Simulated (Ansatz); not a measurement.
Records of electronic-structure calculations. Some values are withheld and marked by numbers in brackets.

SrVO3 (Pm-3m): Hubbard U and Hund's J by constrained RPA. The structure is cubic, space group Pm-3m (No. 221). Conventional cell: a = 3.841 Å, b = 3.841 Å, c = 3.841 Å, α = 90.00°, β = 90.00°, γ = 90.00°. Sr has 12 O at 2.72 Å nearest. V has 6 O at 1.92 Å nearest. O has 2 V at 1.92 Å and 4 Sr at 2.72 Å nearest. Farther neighbours and most contacts between anions are not listed. The calculation used DFT, PBEsol, plane waves, PAW (and 1 further level or step) in Ansatz 0.2.0, with cutoff 420 eV, 6×6×6 k-mesh, smearing width 0.08 eV, default PAW, coordination {"V": "octahedral"}, magnetic state non-magnetic by constraint in one of its runs. The V t2g is U 3.23 eV, U′ 2.37 eV, J 0.41 eV, bare V 16.1 eV. The V t2g + anion p is [1] and the method is constrained RPA on non-magnetic PBEsol, 6×6×6 mesh, static; search for lower states off. It took 3 runs, 14 min in all on 4 threads of Arm Neoverse V2, shared host (the runs of this entry). This run has no spin polarisation although its electron count is odd. The cell and positions come from the Crystallography Open Database and are kept as given unless a step says otherwise. Limits: no spin polarisation; no spin-orbit coupling. The bands cross the Fermi level under this constraint, which need not be the crystal's state: magnetic order, correlation or a lattice distortion may open a gap.

```xyz
5
Lattice="-3.8409 0.0000 0.0000 0.0000 0.0000 -3.8409 0.0000 -3.8409 0.0000" Properties=species:S:1:pos:R:3 pbc="T T T"
Sr   -1.9204   -1.9204   -1.9204
V     0.0000    0.0000    0.0000
O    -1.9204    0.0000    0.0000
O     0.0000    0.0000   -1.9204
O     0.0000   -1.9204    0.0000
```

Fill in the bracketed values.

[1] V t2g + anion p (SrVO3): U 6.11 eV, U′ 4.92 eV, J 0.60 eV, bare V 19.7 eV. With the window V t2g + anion p U becomes 6.11 eV and the bare V 19.70 eV, so U/V goes from 0.20 to 0.31.

[Paths, hosts, dates, memory and timing lines, banners, echoed tables and standing remarks are left out of the program output.]

[Logs are printed without paths, hosts, clocks, repeated set-up lines and the standing remarks that a program may print on its own settings, such as how far it seeks lower states.]

[Runs of the session that timed out or met a known fault of the program may be left out.]

[Hosts, paths, dates, database ids (printed as entryN), source tags and the programs' standing remarks are cut or masked in the printed files.]
